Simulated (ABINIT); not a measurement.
**Quasiparticle gap of KBr (Fm-3m) in ABINIT**

Aim: the G0W0 gap of KBr (Fm-3m) on PBE, step by step.

Method: PBE and many-body steps on it, plane waves, in ABINIT 10.8.3.

**1. The structure**

Symmetry: Fm-3m, No. 225, cubic system. The conventional cell has a = 6.600 Å, b = 6.600 Å, c = 6.600 Å, α = 90.00°, β = 90.00°, γ = 90.00°. Nearest to K lie 6 Br at 3.30 Å. Nearest to Br lie 6 K at 3.30 Å. Farther neighbours and most contacts between anions are not listed.

As a file:

```cif
data_structure
_symmetry_space_group_name_H-M 'P 1'
_symmetry_Int_Tables_number 1
_cell_length_a 4.6669
_cell_length_b 4.6669
_cell_length_c 4.6669
_cell_angle_alpha 60.000
_cell_angle_beta 60.000
_cell_angle_gamma 60.000
_cell_volume 71.87
loop_
_atom_site_label
_atom_site_type_symbol
_atom_site_fract_x
_atom_site_fract_y
_atom_site_fract_z
_atom_site_occupancy
K1 K 0.00000 0.00000 0.00000 1
Br2 Br 0.50000 0.50000 0.50000 1
```

The cell and positions come from the Crystallography Open Database and are kept as given unless a step says otherwise.

**2. Ground state**

This step: ABINIT 10.8.3; DFT, PBE, plane waves, norm-conserving pseudopotentials.

The ground-state density comes first.

Contents of run.abi:

```
acell 3*1.0 Angstrom
rprim 
  0.000000000000 3.300000000000 3.300000000000
  3.300000000000 0.000000000000 3.300000000000
  3.300000000000 3.300000000000 0.000000000000
ntypat 2
znucl 19 35
natom 2
typat 1 2
xred 
  0.000000000000 0.000000000000 0.000000000000
  0.500000000000 0.500000000000 0.500000000000
pp_dirpath "pseudos"
pseudos "K.upf, Br.upf"
ecut 33
ngkpt 6 6 6
nshiftk 1
shiftk 0 0 0
kptopt 1
chksymbreak 0
nband 13
occopt 1
tolvrs 1e-10
nstep 60
prtwf 0
optforces 0
optstress 0
indata_prefix "in"
outdata_prefix "out"
tmpdata_prefix "tmp"
```

On the command line:

```sh
> OMP_NUM_THREADS=1 mpirun -n 4 abinit run.abi > log
```

Numbers of over 12 decimals in the logs are rounded to 6 here.

The program printed:

```text
.Version 10.8.3 of ABINIT. v10.8.2 released Aug 2026.

 Symmetries : space group Fm -3 m (#225); Bravais cF (face-center cubic)
================================================================================
 Values of the parameters that define the memory need of the present run
     intxc =       0    ionmov =       0      iscf =       7    lmnmax =       6
     lnmax =       6     mgfft =      48  mpssoang =       3    mqgrid =    3001
     natom =       2  nloc_mem =       1    nspden =       1   nspinor =       1
    nsppol =       1      nsym =      48    n1xccc =    2501    ntypat =       2
    occopt =       1   xclevel =       2
-    mband =          13        mffmem =           1         mkmem =           4
       mpw =        4419          nfft =      110592          nkpt =          16
================================================================================
  Rough estimation (10% accuracy) of disk space for files :
================================================================================

--------------------------------------------------------------------------------
------------- Echo of variables that govern the present computation ------------
--------------------------------------------------------------------------------
 -outvars: echo values of preprocessed input variables --------
            acell      1.8897261259E+00  1.8897261259E+00  1.8897261259E+00 Bohr

      chksymbreak           0
             ecut      3.30000000E+01 Hartree
-          fftalg         312

              ixc     -101130
              kpt      0.00000000E+00  0.00000000E+00  0.00000000E+00
                       1.66666667E-01  0.00000000E+00  0.00000000E+00
                       3.33333333E-01  0.00000000E+00  0.00000000E+00
                       5.00000000E-01  0.00000000E+00  0.00000000E+00
                       1.66666667E-01  1.66666667E-01  0.00000000E+00
                       3.33333333E-01  1.66666667E-01  0.00000000E+00
                       5.00000000E-01  1.66666667E-01  0.00000000E+00
                      -3.33333333E-01  1.66666667E-01  0.00000000E+00
                      -1.66666667E-01  1.66666667E-01  0.00000000E+00
   [... 5 further rows ...]
                      -3.33333333E-01  3.33333333E-01  1.66666667E-01
                      -3.33333333E-01  5.00000000E-01  1.66666667E-01
         kptrlatt        6    0    0      0    6    0      0    0    6
          kptrlen      5.29150311E+01
P           mkmem           4
            natom           2
            nband          13
            ngfft          48      48      48
             nkpt          16
            nstep          60
             nsym          48
           ntypat           2
              occ      2.000000  2.000000  2.000000  2.000000  2.000000  2.000000
                       2.000000  2.000000  0.000000  0.000000  0.000000  0.000000
                       0.000000
        optforces           0
        optstress           0
            prtwf           0
            rprim      0.0000000000E+00  3.3000000000E+00  3.3000000000E+00
[...]
spgroup         225

           tolvrs      1.00000000E-10

             xred      0.0000000000E+00  0.0000000000E+00  0.0000000000E+00
[...]
znucl       19.00000   35.00000

================================================================================

 chkinp: Checking input parameters for consistency.

================================================================================
== DATASET  1 ==================================================================
-   mpi_nproc: 4, omp_nthreads: 1 (-1 if OMP is not activated)

--- !DatasetInfo
iteration_state: {dtset: 1, }
dimensions: {natom: 2, nkpt: 16, mband: 13, nsppol: 1, nspinor: 1, nspden: 1, mpw: 4419, }
cutoff_energies: {ecut:  33.0, pawecutdg:  -1.0, }
electrons: {nelect:   1.60000000E+01, charge:   0.00000000E+00, occopt:   1.00000000E+00, tsmear:   1.00000000E-02, }

 Real(R)+Recip(G) space primitive vectors, cartesian coordinates (Bohr,Bohr^-1):
 R(1)=  0.0000000  6.2360962  6.2360962  G(1)= -0.0801784  0.0801784  0.0801784
 R(2)=  6.2360962  0.0000000  6.2360962  G(2)=  0.0801784 -0.0801784  0.0801784
 R(3)=  6.2360962  6.2360962  0.0000000  G(3)=  0.0801784  0.0801784 -0.0801784
 Unit cell volume ucvol=  4.8502979E+02 bohr^3
 Angles (23,13,12)=  6.00000000E+01  6.00000000E+01  6.00000000E+01 degrees

 getcut: wavevector=  0.0000  0.0000  0.0000  ngfft=  48  48  48
         ecut(hartree)=     33.000   => boxcut(ratio)=   2.10471

--- Pseudopotential description ------------------------------------------------
- K Generated using ONCVPSP code by D. R. Hamann
- 19.00000   9.00000  171031                  znucl, zion, pspdat
12 -101130 2 -1 2222                          pspcod,pspxc,lmax,lloc,mmax
     nproj     2     2     2
  pspatm : epsatm=    8.42413758
         --- l  ekb(1:nproj) -->
[...]
pspatm: atomic psp has been read  and splines computed

- Br Generated using ONCVPSP code by D. R. Hamann
- 35.00000   7.00000  171031                  znucl, zion, pspdat
12 -101130 2 -1 1098                          pspcod,pspxc,lmax,lloc,mmax
     nproj     2     2     2
  pspatm : epsatm=   11.64859065
         --- l  ekb(1:nproj) -->
[...]
2    2.589748    0.385882
 pspatm: atomic psp has been read  and splines computed

   3.21163652E+02                                ecore*ucvol(ha*bohr**3)
--------------------------------------------------------------------------------

_setup2: Arith. and geom. avg. npw (full set) are    4389.931    4389.903

================================================================================

--- !BeginCycle
iteration_state: {dtset: 1, }
solver: {iscf: 7, nstep: 60, nline: 4, wfoptalg: 0, }
tolerances: {tolvrs: 1.00E-10, }

     iter   Etot(hartree)      deltaE(h)  residm     vres2
 ETOT  1  -45.896533002083    -4.590E+01 2.902E-02 1.113E+02
 ETOT  2  -45.917749475748    -2.122E-02 1.194E-02 4.889E+00
 ETOT  3  -45.918052836450    -3.034E-04 3.477E-03 6.350E-01
 ETOT  4  -45.918064335551    -1.150E-05 1.884E-03 5.653E-02
 ETOT  5  -45.918065412445    -1.077E-06 5.376E-04 2.635E-04
 ETOT  6  -45.918065424610    -1.216E-08 5.991E-04 1.038E-05
 ETOT  7  -45.918065425260    -6.495E-10 2.477E-04 2.974E-07
 ETOT  8  -45.918065425275    -1.570E-11 2.684E-04 1.420E-08
 ETOT  9  -45.918065425280    -4.576E-12 1.316E-04 3.562E-10
 ETOT 10  -45.918065425279     7.176E-13 1.368E-04 4.176E-12

 At SCF step   10       vres2   =  4.18E-12 < tolvrs=  1.00E-10 =>converged.

--- !ResultsGS
iteration_state: {dtset: 1, }
comment   : Summary of ground state results
lattice_vectors:
- [  0.0000000,   6.2360962,   6.2360962, ]
- [  6.2360962,   0.0000000,   6.2360962, ]
- [  6.2360962,   6.2360962,   0.0000000, ]
lattice_lengths: [   8.81917,    8.81917,    8.81917, ]
lattice_angles: [ 60.000,  60.000,  60.000, ] # degrees, (23, 13, 12)
lattice_volume:   4.8502979E+02
convergence: {deltae:  7.176E-13, res2:  4.176E-12, residm:  1.368E-04, diffor:  0.000E+00, }
etotal    :  -4.59180654E+01
entropy   :   0.00000000E+00
fermie    :  -3.52625943E-04
cartesian_stress_tensor: null
pressure_GPa: null
xred      :
- [  0.0000E+00,   0.0000E+00,   0.0000E+00,  K]
- [  5.0000E-01,   5.0000E-01,   5.0000E-01, Br]
cartesian_forces: null
force_length_stats: {min: null, max: null, mean: null, }

 Integrated electronic density in atomic spheres:
 ------------------------------------------------
 Atom  Sphere_radius  Integrated_density
    1        2.00000          6.94495158
    2        2.00000          4.26138396
================================================================================

 ----iterations are completed or convergence reached----

 Mean square residual over all n,k,spin=   19.356E-07; max=  13.676E-05
 reduced coordinates (array xred) for    2 atoms
       0.000000000000      0.000000000000      0.000000000000
       0.500000000000      0.500000000000      0.500000000000
 rms dE/dt=  0.0000E+00; max dE/dt=  0.0000E+00; dE/dt below (all hartree)
    1       0.000000000000      0.000000000000      0.000000000000
    2       0.000000000000      0.000000000000      0.000000000000

 cartesian coordinates (angstrom) at end:
    1      0.000000     0.000000     0.000000
    2      3.300000     3.300000     3.300000
 length scales=  1.889726125908  1.889726125908  1.889726125908 bohr
              =  1.000000000000  1.000000000000  1.000000000000 angstroms
 prteigrs : about to open file out_EIG
 Fermi (or HOMO) energy (hartree) =  -0.00035   Average Vxc (hartree)=  -0.27531
 Eigenvalues (hartree) for nkpt=  16  k points:
 kpt#   1, nband= 13, wtk=  0.00463, kpt=  0.0000  0.0000  0.0000 (reduced coord)
  -1.02119   -0.45217   -0.41398   -0.41398   -0.41398   -0.00035   -0.00035   -0.00035
   0.16266    0.27924    0.27924    0.27924    0.30932
 prteigrs : prtvol=0 or 1, do not print more k-points.

--- !EnergyTerms
iteration_state     : {dtset: 1, }
comment             : Components of total free energy in Hartree
kinetic             :  1.47106268478858E+01
hartree             :  9.64140982858140E+00
xc                  : -1.16279806293620E+01
Ewald energy        : -2.93989375638298E+01
psp_core            :  6.62152419120556E-01
local_psp           : -3.62980512104498E+01
non_local_psp       :  6.39271488277461E+00
total_energy        : -4.59180654252792E+01
total_energy_eV     : -1.24949421395550E+03
band_energy         : -5.54150272413992E+00

== END DATASET(S) ==============================================================
================================================================================

 -outvars: echo values of variables after computation  --------
           etotal     -4.5918065425E+01
            nband          13
             nkpt          16
          spgroup         225
 [... the other variables as echoed above ...]

 Calculation completed.
```

Run time: 10 s. Hardware: 4 MPI ranks of Arm Neoverse V1, shared host; peak memory 0.34 GiB.

This step gave:

```
total energy               : -1249.4942 eV
gap                        : 4.436 eV
k of the valence top       : 0, 0, 0
k of the conduction bottom : 0, 0, 0
least direct gap           : 4.436 eV
```

The gap is direct, at Γ.

(Part 1 of 3 ends here.)

[Paths, hosts, dates, memory and timing lines, banners, echoed tables and standing remarks are left out of the program output.]

[Logs are printed without paths, hosts, clocks, repeated set-up lines and the standing remarks that a program may print on its own settings, such as how far it seeks lower states.]

[Runs of the session that timed out or met a known fault of the program may be left out.]

[Hosts, paths, dates, database ids (printed as entryN), source tags and the programs' standing remarks are cut or masked in the printed files.]

[G0W0 gaps are taken among the corrected bands and points alone; a level outside them can change the order at an edge.]

[Where Ansatz stands beside ABINIT at settings called matched, ABINIT's density can come from a denser mesh and the files from another edition; pairs whose starting gaps differed by over 0.03 eV were left out, so agreement reads better than it is.]
